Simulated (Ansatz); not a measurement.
## InAs wire along [111], 38 atoms a period, H-terminated: bands along the axis

What gap, if any, does the InAs wire along [111], 38 atoms a period, H-terminated have, and how many channels would it open?

Calculated with Ansatz 0.2.0; DFT PBE, plane waves, PAW; relaxation of a wire's period; PAW set soft_1, in the first sound run; inputs show where later runs differ.

### Step 1. The structure

The cell holds 68 atoms: 19 In, 19 As and 30 H. Cell: a = 18.461 Å, b = 20.048 Å, c = 10.721 Å, α = 90.0°, β = 90.0°, γ = 90.0°. Vacuum lies along a and b. The structure's axis is c.

### Step 2. The relaxed wire

Band widths follow the bond lengths, so the wire is relaxed first. The atoms and the third cell vector are free; the box across stays fixed as vacuum. A Fermi-Dirac smearing is set since the result may be a metal. The pressure printed is a third of the stress's trace over the whole box, vacuum included; only the stress along the axis is relaxed.

input.yaml reads:

```yaml
crystal:
  lattice:
    - [18.461, 0.0, 0.0]
    - [0.0, 20.048, 0.0]
    - [0.0, 0.0, 10.7213944989]
  atoms:
    - { symbol: In, position: [0.381445176, 0.442377567, 0.0] }
    - { symbol: In, position: [0.49999214, 0.25330208, 0.0] }
    - { symbol: In, position: [0.618539103, 0.442377567, 0.0] }
    - { symbol: As, position: [0.262898213, 0.631453055, 0.25] }
    - { symbol: As, position: [0.381445176, 0.442377567, 0.25] }
    - { symbol: As, position: [0.49999214, 0.25330208, 0.25] }
    - { symbol: As, position: [0.49999214, 0.631453055, 0.25] }
    - { symbol: As, position: [0.618539103, 0.442377567, 0.25] }
    - { symbol: As, position: [0.737086066, 0.631453055, 0.25] }
    - { symbol: H, position: [0.184172038, 0.421206956, 0.277992274] }
    - { symbol: H, position: [0.262898213, 0.295643302, 0.277992274] }
    - { symbol: H, position: [0.421265965, 0.799357932, 0.277992274] }
    - { symbol: H, position: [0.578718314, 0.799357932, 0.277992274] }
    - { symbol: H, position: [0.737086066, 0.295643302, 0.277992274] }
    - { symbol: H, position: [0.815812241, 0.421206956, 0.277992274] }
    - { symbol: H, position: [0.194344522, 0.595006676, 0.298190249] }
    - { symbol: H, position: [0.262898213, 0.704345813, 0.298190249] }
    - { symbol: H, position: [0.431438448, 0.216855701, 0.298190249] }
    - { symbol: H, position: [0.568545831, 0.216855701, 0.298190249] }
    - { symbol: H, position: [0.737086066, 0.704345813, 0.298190249] }
    - { symbol: H, position: [0.805639758, 0.595006676, 0.298190249] }
    - { symbol: In, position: [0.262898213, 0.379352405, 0.333333333] }
    - { symbol: In, position: [0.381445176, 0.568427893, 0.333333333] }
    - { symbol: In, position: [0.49999214, 0.379352405, 0.333333333] }
    - { symbol: In, position: [0.49999214, 0.75750338, 0.333333333] }
    - { symbol: In, position: [0.618539103, 0.568427893, 0.333333333] }
    - { symbol: In, position: [0.737086066, 0.379352405, 0.333333333] }
    - { symbol: As, position: [0.262898213, 0.379352405, 0.583333333] }
    - { symbol: As, position: [0.381445176, 0.568427893, 0.583333333] }
    - { symbol: As, position: [0.49999214, 0.379352405, 0.583333333] }
    - { symbol: As, position: [0.49999214, 0.75750338, 0.583333333] }
    - { symbol: As, position: [0.618539103, 0.568427893, 0.583333333] }
    - { symbol: As, position: [0.737086066, 0.379352405, 0.583333333] }
    - { symbol: H, position: [0.184172038, 0.547257281, 0.611325607] }
    - { symbol: H, position: [0.302719002, 0.736332769, 0.611325607] }
    - { symbol: H, position: [0.381445176, 0.232618139, 0.611325607] }
    - { symbol: H, position: [0.618539103, 0.232618139, 0.611325607] }
    - { symbol: H, position: [0.697265278, 0.736332769, 0.611325607] }
    - { symbol: H, position: [0.815812241, 0.547257281, 0.611325607] }
    - { symbol: H, position: [0.194344522, 0.342906026, 0.631523582] }
    - { symbol: H, position: [0.49999214, 0.830396138, 0.631523582] }
    - { symbol: H, position: [0.805639758, 0.342906026, 0.631523582] }
    - { symbol: In, position: [0.262898213, 0.50540273, 0.666666667] }
    - { symbol: In, position: [0.381445176, 0.316327242, 0.666666667] }
    - { symbol: In, position: [0.381445176, 0.694478218, 0.666666667] }
    - { symbol: In, position: [0.49999214, 0.50540273, 0.666666667] }
    - { symbol: In, position: [0.618539103, 0.694478218, 0.666666667] }
    - { symbol: In, position: [0.618539103, 0.316327242, 0.666666667] }
    - { symbol: In, position: [0.737086066, 0.50540273, 0.666666667] }
    - { symbol: As, position: [0.262898213, 0.50540273, 0.916666667] }
    - { symbol: As, position: [0.381445176, 0.316327242, 0.916666667] }
    - { symbol: As, position: [0.381445176, 0.694478218, 0.916666667] }
    - { symbol: As, position: [0.49999214, 0.50540273, 0.916666667] }
    - { symbol: As, position: [0.618539103, 0.694478218, 0.916666667] }
    - { symbol: As, position: [0.618539103, 0.316327242, 0.916666667] }
    - { symbol: As, position: [0.737086066, 0.50540273, 0.916666667] }
    - { symbol: H, position: [0.184172038, 0.673307606, 0.94465894] }
    - { symbol: H, position: [0.49999214, 0.169592977, 0.94465894] }
    - { symbol: H, position: [0.815812241, 0.673307606, 0.94465894] }
    - { symbol: H, position: [0.194344522, 0.468956351, 0.964856915] }
    - { symbol: H, position: [0.312891485, 0.279880863, 0.964856915] }
    - { symbol: H, position: [0.381445176, 0.767370976, 0.964856915] }
    - { symbol: H, position: [0.618539103, 0.767370976, 0.964856915] }
    - { symbol: H, position: [0.687092794, 0.279880863, 0.964856915] }
    - { symbol: H, position: [0.805639758, 0.468956351, 0.964856915] }
    - { symbol: In, position: [0.262898213, 0.631453055, 0.0] }
    - { symbol: In, position: [0.49999214, 0.631453055, 0.0] }
    - { symbol: In, position: [0.737086066, 0.631453055, 0.0] }
kpoints:
  mp_grid: { grid: [1, 1, 8] }
scf:
  occupations: { method: fermi_dirac, width: 0.05 }
hamiltonian:
  xc: pbe
  pseudopotentials: { kind: paw, azcp: { folder: soft_1 } }
relax:
  cell: { fix: [a, b, alpha, beta, gamma] }
  max_steps: 45
  f_tol: 0.03
```

Started as:

```bash
ansatz run input.yaml --threads 4 --pin off --max-ram 16384MiB --backend cpu --events-out ev --progress --plain --runs-dir out
```

Numbers of over 12 decimals in the logs are rounded to 6 here.

Output:

```text
Engine: ansatz 0.2.0, aarch64-unknown-linux-gnu
Pseudopotentials: kind: paw
Pseudopotential: In, paw, valence charge 13, recommended cutoff 420 eV (normal), soft_1/In.paw.azcp
Pseudopotential: As, paw, valence charge 15, recommended cutoff 420 eV (normal), soft_1/As.paw.azcp
Pseudopotential: H, paw, valence charge 1, recommended cutoff 420 eV (normal), soft_1/H.paw.azcp
Functional definition: PBE
  parameter kappa = 0.804
  parameter beta = 0.066725
  exchange = pbe_x(kappa = kappa, mu = beta*pi^2/3)
  correlation = pbe_c(beta = beta)
Crystal: 68 atoms, lattice volume = 3968.054 Å³
Basis set: ecut = 420 eV, 77509 PW (Γ), exchange–correlation on 250×270×144 points (8 copies of the dense FFT grid, shifted against one another)
Bands: 349, of which v1, the nominal top of the filled ones, is band 281 counted from 1 (280 counted from 0)
Symmetry: 2 space group operations
Space group: Pm (ITA 6), of the structure as read, at distance tolerance 1.6e-4 Å
k-points: 5 of 8 (time reversal used)
Non-local potential: In, projectors of the file, l = 0: 2, l = 1: 2, l = 2: 2, l = 3: 1
Non-local potential: As, projectors of the file, l = 0: 2, l = 1: 2, l = 2: 3, l = 3: 1
Non-local potential: H, projectors of the file, l = 0: 2, l = 1: 1
PAW form: soft (Blöchl's): semilocal exchange-correlation on the pseudo side does not see the compensation charge
PAW one-centre angular grid: In, 590 points (default); XC on 64 Gauss nodes
PAW one-centre angular grid: As, 590 points (default); XC on 64 Gauss nodes
PAW one-centre angular grid: H, 110 points (default); XC on 64 Gauss nodes
Initial density: superposition of atomic densities (neutral atoms: chi_scale 0, normalization atom)
Initial wavefunctions: pseudopotential atomic-orbital guess
Functional: x = pbe(κ = 0.804, μ = 0.219515), c = pbe(β = 0.066725)
SCF iter   1: F=—  HF=-199109.427605 eV  |F-HF|=—  |Δ(HF+E_count)|=         —  Δρ=2.80e-2  dr2=3.80e1  ethr=3.10e-3  ⟨swp⟩=6.4  Hψ=5884  notcnv=0  defer=172
preconditioner: auto → Resta (q_TF=auto, 1.970 Å⁻¹)  ε∞=1.8  [insulator: Δε(μ)=1.675 eV  Ē_g=13.055 eV  σ=0.050 eV  W_gap=1.00  n_scr=512 (ndim 8)  ℏωp=11.4 eV  f_vac=0.588  D(μ)=0.00/eV (n_scr^D=0)  ε∞_Penn≈1.8  vacuum switching on, ρ_ref=1.2e-2 e/Å³]
SCF iter   2: F=—  HF=-199099.272967 eV  |F-HF|=—  |Δ(HF+E_count)|=    1.02e1  Δρ=1.12e-2  dr2=5.71e0  ethr=3.10e-3  ⟨swp⟩=3.0  Hψ=2602  notcnv=0  defer=309
SCF iter   3: F=—  HF=-199098.361455 eV  |F-HF|=—  |Δ(HF+E_count)|=   9.12e-1  Δρ=4.21e-3  dr2=2.00e0  ethr=1.02e-3  ⟨swp⟩=4.4  Hψ=1883  notcnv=0  defer=309
SCF iter   4: F=—  HF=-199098.064839 eV  |F-HF|=—  |Δ(HF+E_count)|=   2.97e-1  Δρ=1.53e-3  dr2=2.72e-1  ethr=3.55e-4  ⟨swp⟩=4.0  Hψ=2117  notcnv=0  defer=309
SCF iter   5: F=—  HF=-199098.036679 eV  |F-HF|=—  |Δ(HF+E_count)|=   2.82e-2  Δρ=5.70e-4  dr2=1.16e-2  ethr=4.84e-5  ⟨swp⟩=3.4  Hψ=2680  notcnv=0  defer=309
SCF iter   6: F=—  HF=-199098.041654 eV  |F-HF|=—  |Δ(HF+E_count)|=   4.97e-3  Δρ=2.07e-4  dr2=2.17e-3  ethr=2.07e-6  ⟨swp⟩=2.0  Hψ=2616  notcnv=0  defer=309
SCF iter   7: F=—  HF=-199098.042692 eV  |F-HF|=—  |Δ(HF+E_count)|=   1.04e-3  Δρ=7.42e-5  dr2=5.09e-4  ethr=3.86e-7  ⟨swp⟩=2.0  Hψ=2171  notcnv=0  defer=309
SCF iter   8: F=—  HF=-199098.042858 eV  |F-HF|=—  |Δ(HF+E_count)|=   1.67e-4  Δρ=2.27e-5  dr2=2.49e-5  ethr=9.06e-8  ⟨swp⟩=2.0  Hψ=2616  notcnv=0  defer=309
SCF iter   9: F=—  HF=-199098.042858 eV  |F-HF|=—  |Δ(HF+E_count)|=   7.69e-7  Δρ=7.46e-6  dr2=3.22e-6  ethr=4.44e-9  ⟨swp⟩=2.0  Hψ=2925  notcnv=0  defer=309
SCF iter  10: F=—  HF=-199098.042861 eV  |F-HF|=—  |Δ(HF+E_count)|=   3.85e-6  Δρ=3.12e-6  dr2=1.24e-6  ethr=5.73e-10  ⟨swp⟩=2.0  Hψ=2616  notcnv=0  defer=309
SCF iter  11: F=—  HF=-199098.042862 eV  |F-HF|=—  |Δ(HF+E_count)|=   2.68e-7  Δρ=1.50e-6  dr2=2.69e-7  ethr=2.20e-10  ⟨swp⟩=2.0  Hψ=2526  notcnv=0  defer=309
SCF iter  12: F=-199098.042862 eV  HF=-199098.042862 eV  |F-HF|=9.05e-9  |Δ(HF+E_count)|=   4.77e-8  Δρ=5.73e-7  dr2=1.76e-8  ethr=1.78e-11  ⟨swp⟩=4.0  Hψ=4817  notcnv=0
SCF 1 converged in 12 iterations: F = -199098.042862 eV  dr2 = 1.76e-8
  greatest PAW one-centre occupation: 0.999 electrons in one spin orbital (limit 2), on the As atom at site 8 (counted from 0), in its partial waves of l = 2
relax step   1: F+E_penalty+E_count = -199098.04286173 eV  Δ(F+E_penalty+E_count) = +0.000e0 eV  max|allowed force component| = 9.269e-1 eV/Å  Δτ_max = 0.0000 Å  P = -0.319 GPa  Ω = 3968.054 Å³  fix = [a, b, alpha, beta, gamma]  reactions: a -0.499, b -0.500 GPa; alpha -0.000 GPa/rad  (12 SCF iters, dr2 threshold 1.00e-7 eV, accepted)
Crystal: 68 atoms, lattice volume = 3967.837 Å³
Initial density: handed on by an earlier stage of this run
Initial wavefunctions: those handed on with the density
iter 1 solved again at ethr=3.68e-4 eV; its pass at ethr=3.10e-3 eV (dr2=2.07e0 eV) is discarded
SCF iter   1: F=—  HF=-199100.216388 eV  |F-HF|=—  |Δ(HF+E_count)|=         —  Δρ=7.21e-3  dr2=2.06e0  ethr=3.68e-4  ⟨swp⟩=4.6  Hψ=8068  notcnv=0
preconditioner: auto → Resta (q_TF=auto, 1.970 Å⁻¹)  ε∞=1.7  [insulator: Δε(μ)=1.627 eV  Ē_g=13.256 eV  σ=0.050 eV  W_gap=1.00  n_scr=512 (ndim 8)  ℏωp=11.4 eV  f_vac=0.624  D(μ)=0.00/eV (n_scr^D=0)  ε∞_Penn≈1.7  vacuum switching on, ρ_ref=1.3e-2 e/Å³]
SCF iter   2: F=—  HF=-199099.818700 eV  |F-HF|=—  |Δ(HF+E_count)|=   3.98e-1  Δρ=3.69e-3  dr2=4.61e-1  ethr=3.67e-4  ⟨swp⟩=6.4  Hψ=3330  notcnv=0  defer=61
SCF iter   3: F=—  HF=-199099.777347 eV  |F-HF|=—  |Δ(HF+E_count)|=   4.14e-2  Δρ=1.68e-3  dr2=1.76e-1  ethr=8.20e-5  ⟨swp⟩=3.2  Hψ=2311  notcnv=0  defer=299
SCF iter   4: F=—  HF=-199099.755844 eV  |F-HF|=—  |Δ(HF+E_count)|=   2.15e-2  Δρ=3.80e-4  dr2=7.92e-3  ethr=3.12e-5  ⟨swp⟩=2.8  Hψ=1910  notcnv=0  defer=296
SCF iter   5: F=—  HF=-199099.756000 eV  |F-HF|=—  |Δ(HF+E_count)|=   1.56e-4  Δρ=1.23e-4  dr2=1.22e-3  ethr=1.41e-6  ⟨swp⟩=2.0  Hψ=2854  notcnv=0  defer=296
SCF iter   6: F=—  HF=-199099.755903 eV  |F-HF|=—  |Δ(HF+E_count)|=   9.76e-5  Δρ=4.76e-5  dr2=1.42e-4  ethr=2.16e-7  ⟨swp⟩=2.2  Hψ=2249  notcnv=0  defer=296
SCF iter   7: F=—  HF=-199099.755916 eV  |F-HF|=—  |Δ(HF+E_count)|=   1.37e-5  Δρ=1.71e-5  dr2=1.19e-5  ethr=2.53e-8  ⟨swp⟩=2.0  Hψ=2404  notcnv=0  defer=296
SCF iter   8: F=-199099.755921 eV  HF=-199099.755921 eV  |F-HF|=1.09e-7  |Δ(HF+E_count)|=   4.86e-6  Δρ=4.73e-6  dr2=1.38e-6  ethr=1.21e-9  ⟨swp⟩=4.0  Hψ=4940  notcnv=0
SCF 2 converged in 8 iterations: F = -199099.755921 eV  dr2 = 1.38e-6
  greatest PAW one-centre occupation: 0.999 electrons in one spin orbital (limit 2), on the As atom at site 5 (counted from 0), in its partial waves of l = 2
[...]
--- Forces (eV/Å), atoms counted from 1 ---
  atom   1  In    -0.01374952    -0.00766594    -0.00662387
  atom   2  In     0.00000000     0.00077143    -0.00349047
  atom   3  In     0.01374952    -0.00766594    -0.00662387
  atom   4  As     0.00471713    -0.00264183     0.00284595
  atom   5  As     0.00039189    -0.00007814     0.00764480
  atom   6  As     0.00000000     0.00554133     0.00236084
  atom   7  As     0.00000000    -0.00048069     0.00798476
  atom   8  As    -0.00039189    -0.00007814     0.00764480
  atom   9  As    -0.00471713    -0.00264183     0.00284595
  atom  10  H      0.00563838    -0.01021104    -0.00875748
  atom  11  H     -0.00581936     0.00992402    -0.00874008
  atom  12  H      0.01188804    -0.00007429    -0.00876623
  atom  13  H     -0.01188804    -0.00007429    -0.00876623
  atom  14  H      0.00581936     0.00992402    -0.00874008
  atom  15  H     -0.00563838    -0.01021104    -0.00875748
  atom  16  H      0.00189998    -0.00061602    -0.00469103
  atom  17  H      0.00149422    -0.00134197    -0.00465184
  atom  18  H      0.00037770     0.00165688    -0.00448575
  atom  19  H     -0.00037770     0.00165688    -0.00448575
  atom  20  H     -0.00149422    -0.00134197    -0.00465184
  atom  21  H     -0.00189998    -0.00061602    -0.00469103
  atom  22  In    -0.00645194    -0.00380967     0.01793953
  atom  23  In    -0.00966700     0.00595403    -0.00473817
  atom  24  In     0.00000000    -0.01061941    -0.00476231
  atom  25  In     0.00000000     0.00797045     0.01791355
  atom  26  In     0.00966700     0.00595403    -0.00473817
  atom  27  In     0.00645194    -0.00380967     0.01793953
  atom  28  As    -0.00496344    -0.00301224    -0.01671004
  atom  29  As    -0.01144557     0.00640497     0.00365263
  atom  30  As     0.00000000    -0.01376544     0.00360438
  atom  31  As     0.00000000     0.00576624    -0.01665757
  atom  32  As     0.01144557     0.00640497     0.00365263
  atom  33  As     0.00496344    -0.00301224    -0.01671004
  atom  34  H     -0.00695365    -0.00224038     0.00758954
  atom  35  H     -0.00181290     0.00708720     0.00750185
  atom  36  H     -0.00528163    -0.00530386     0.00754962
  atom  37  H      0.00528163    -0.00530386     0.00754962
  atom  38  H      0.00181290     0.00708720     0.00750185
  atom  39  H      0.00695365    -0.00224038     0.00758954
  atom  40  H      0.00727594     0.00415704     0.00894801
[...]
atom  57  H     -0.00513401     0.00289312     0.01026691
  atom  58  H      0.00000000    -0.00658925     0.01022371
  atom  59  H      0.00513401     0.00289312     0.01026691
  atom  60  H      0.00133455     0.00113008    -0.00340073
  atom  61  H      0.00165782     0.00045875    -0.00343517
  atom  62  H     -0.00028049    -0.00178151    -0.00344195
  atom  63  H      0.00028049    -0.00178151    -0.00344195
  atom  64  H     -0.00165782     0.00045875    -0.00343517
  atom  65  H     -0.00133455     0.00113008    -0.00340073
  atom  66  In    -0.00037477     0.00045425    -0.00339225
  atom  67  In     0.00000000     0.01622256    -0.00644562
  atom  68  In     0.00037477     0.00045425    -0.00339225
  max |Σ_I F_I| component: 4.68e-6 eV/Å
--- Stress (GPa, compression-positive) ---
        0.012127       0.000000       0.000000
        0.000000       0.010479       0.000129
        0.000000       0.000129       0.000571
  P = ⅓ Tr σ = 0.0077 GPa (0.077 kbar)
--- Relaxed structure (5 steps of the walk, 4 accepted, 1 SCFs on fresh bases) ---
  F+E_penalty+E_count = -199100.01877763 eV   max|allowed force component| = 2.057e-2 eV/Å   (the final SCF, on the basis selected at the relaxed cell)
  cell:  # Å, volume = 3974.0298 Å³
    - [18.461, 0.0, 0.0]
    - [0.0, 20.048, 0]
    - [0.0, 0, 10.737541]
  atoms:
    - { symbol: In, position: [0.384396, 0.443958, 0.012829] }
    - { symbol: In, position: [0.5, 0.245356, -0.00919877] }
    - { symbol: In, position: [0.615604, 0.443958, 0.012829] }
    - { symbol: As, position: [0.271757, 0.626737, 0.241178] }
    - { symbol: As, position: [0.378112, 0.440601, 0.259561] }
    - { symbol: As, position: [0.5, 0.262707, 0.241164] }
    - { symbol: As, position: [0.5, 0.635017, 0.259553] }
    - { symbol: As, position: [0.621888, 0.440601, 0.259561] }
    - { symbol: As, position: [0.728243, 0.626737, 0.241178] }
    - { symbol: H, position: [0.183342, 0.426940, 0.282292] }
    - { symbol: H, position: [0.267893, 0.292070, 0.282343] }
    - { symbol: H, position: [0.415427, 0.797155, 0.282342] }
    - { symbol: H, position: [0.584573, 0.797155, 0.282342] }
    - { symbol: H, position: [0.732107, 0.292070, 0.282343] }
    - { symbol: H, position: [0.816658, 0.426940, 0.282292] }
    - { symbol: H, position: [0.202756, 0.598029, 0.296782] }
    - { symbol: H, position: [0.264241, 0.696112, 0.296798] }
    - { symbol: H, position: [0.438505, 0.222013, 0.296728] }
    - { symbol: H, position: [0.561495, 0.222013, 0.296728] }
    - { symbol: H, position: [0.735759, 0.696112, 0.296798] }
    - { symbol: H, position: [0.797244, 0.598029, 0.296782] }
    - { symbol: In, position: [0.254147, 0.374680, 0.325743] }
    - { symbol: In, position: [0.388257, 0.564822, 0.344826] }
    - { symbol: In, position: [0.5, 0.386587, 0.344818] }
    - { symbol: In, position: [0.5, 0.766856, 0.325769] }
    - { symbol: In, position: [0.611743, 0.564822, 0.344826] }
    - { symbol: In, position: [0.745853, 0.374680, 0.325743] }
    - { symbol: As, position: [0.271379, 0.383852, 0.576168] }
    - { symbol: As, position: [0.381059, 0.568650, 0.591842] }
    - { symbol: As, position: [0.5, 0.378926, 0.591837] }
    - { symbol: As, position: [0.5, 0.748526, 0.576183] }
    - { symbol: As, position: [0.618941, 0.568650, 0.591842] }
    - { symbol: As, position: [0.728621, 0.383852, 0.576168] }
    - { symbol: H, position: [0.180404, 0.549465, 0.614269] }
    - { symbol: H, position: [0.298724, 0.738200, 0.614270] }
    - { symbol: H, position: [0.381673, 0.228479, 0.614336] }
    - { symbol: H, position: [0.618327, 0.228479, 0.614336] }
    - { symbol: H, position: [0.701276, 0.738200, 0.614270] }
    - { symbol: H, position: [0.819596, 0.549465, 0.614269] }
    - { symbol: H, position: [0.204956, 0.348529, 0.629303] }
    - { symbol: H, position: [0.5, 0.819151, 0.629327] }
    - { symbol: H, position: [0.795044, 0.348529, 0.629303] }
    - { symbol: In, position: [0.258393, 0.507579, 0.661402] }
    - { symbol: In, position: [0.381231, 0.311639, 0.661409] }
    - { symbol: In, position: [0.377162, 0.697026, 0.661411] }
    - { symbol: In, position: [0.5, 0.505412, 0.669522] }
    - { symbol: In, position: [0.622838, 0.697026, 0.661411] }
    - { symbol: In, position: [0.618769, 0.311639, 0.661409] }
    - { symbol: In, position: [0.741607, 0.507579, 0.661402] }
    - { symbol: As, position: [0.271753, 0.509764, 0.912424] }
    - { symbol: As, position: [0.389960, 0.321210, 0.912431] }
    - { symbol: As, position: [0.381783, 0.685262, 0.912426] }
    - { symbol: As, position: [0.5, 0.505410, 0.920204] }
    - { symbol: As, position: [0.618217, 0.685262, 0.912426] }
    - { symbol: As, position: [0.610040, 0.321210, 0.912431] }
    - { symbol: As, position: [0.728247, 0.509764, 0.912424] }
    - { symbol: H, position: [0.177171, 0.677018, 0.946802] }
    - { symbol: H, position: [0.5, 0.162170, 0.946709] }
    - { symbol: H, position: [0.822829, 0.677018, 0.946802] }
    - { symbol: H, position: [0.204607, 0.474520, 0.962652] }
    - { symbol: H, position: [0.323252, 0.285268, 0.962661] }
    - { symbol: H, position: [0.381350, 0.756429, 0.962650] }
    - { symbol: H, position: [0.618650, 0.756429, 0.962650] }
    - { symbol: H, position: [0.676748, 0.285268, 0.962661] }
    - { symbol: H, position: [0.795393, 0.474520, 0.962652] }
    - { symbol: In, position: [0.255419, 0.635455, -0.00919412] }
    - { symbol: In, position: [0.5, 0.628340, 0.012817] }
    - { symbol: In, position: [0.744581, 0.635455, -0.00919412] }
[key lines of the parts left out:]
SCF converged after 5 iterations
Free energy (F): -199100.018778 eV
Fermi energy:    -1.032052 eV
```

Elapsed: 31 min, on 4 threads of Arm Neoverse V1, shared host; peak memory 11 GiB.

Relaxation path:

```tsv
step	energy less that of the first step (eV)	largest force component (eV/Å)	pressure (GPa)	volume (Å³)
1	0.0000	0.9269	-0.32	3968.05
2	-1.7131	0.5463	-0.14	3967.84
3	-1.9460	0.1330	0.02	3961.88
4	-1.8815	0.2232	0.01	3981.97
5	-1.9753	0.0206	0.01	3974.03
6*	-1.9759	0.0206	0.01	3974.03
```

Relaxation steps marked * repeat the geometry before them on a plane-wave basis chosen anew for their cell, so energy and pressure can jump there. Relaxation step 4 was tried and not accepted.

The run keeps the 2 symmetry operations that it works with, so distortions that break them were not tested.

```tsv
cell as run	before	after	change
c (Å)	10.721	10.738	+0.2 %
```

The atoms that moved most (Å, along periodic axes as changes of fractional coordinates times the final cell, across vacuum about the mean position):

```tsv
atom	dx	dy	dz	length
H42	-0.196	0.113	-0.024	0.227
H40	0.196	0.113	-0.024	0.227
H41	0.000	-0.225	-0.024	0.227
H65	-0.189	0.112	-0.024	0.221
H60	0.189	0.112	-0.024	0.221
H61	0.191	0.108	-0.024	0.221
H64	-0.191	0.108	-0.024	0.221
H63	0.002	-0.219	-0.024	0.221
```

Numbers from this step:

```
cell length along the wire : 10.74 Å
```

The cell's length comes to 10.738 Å with spin left out.

[end of part 1 of 2]

[Logs are printed without paths, hosts, clocks, repeated set-up lines and the standing remarks that a program may print on its own settings, such as how far it seeks lower states.]

[Hosts, paths, dates, database ids (printed as entryN), source tags and the programs' standing remarks are cut or masked in the printed files.]
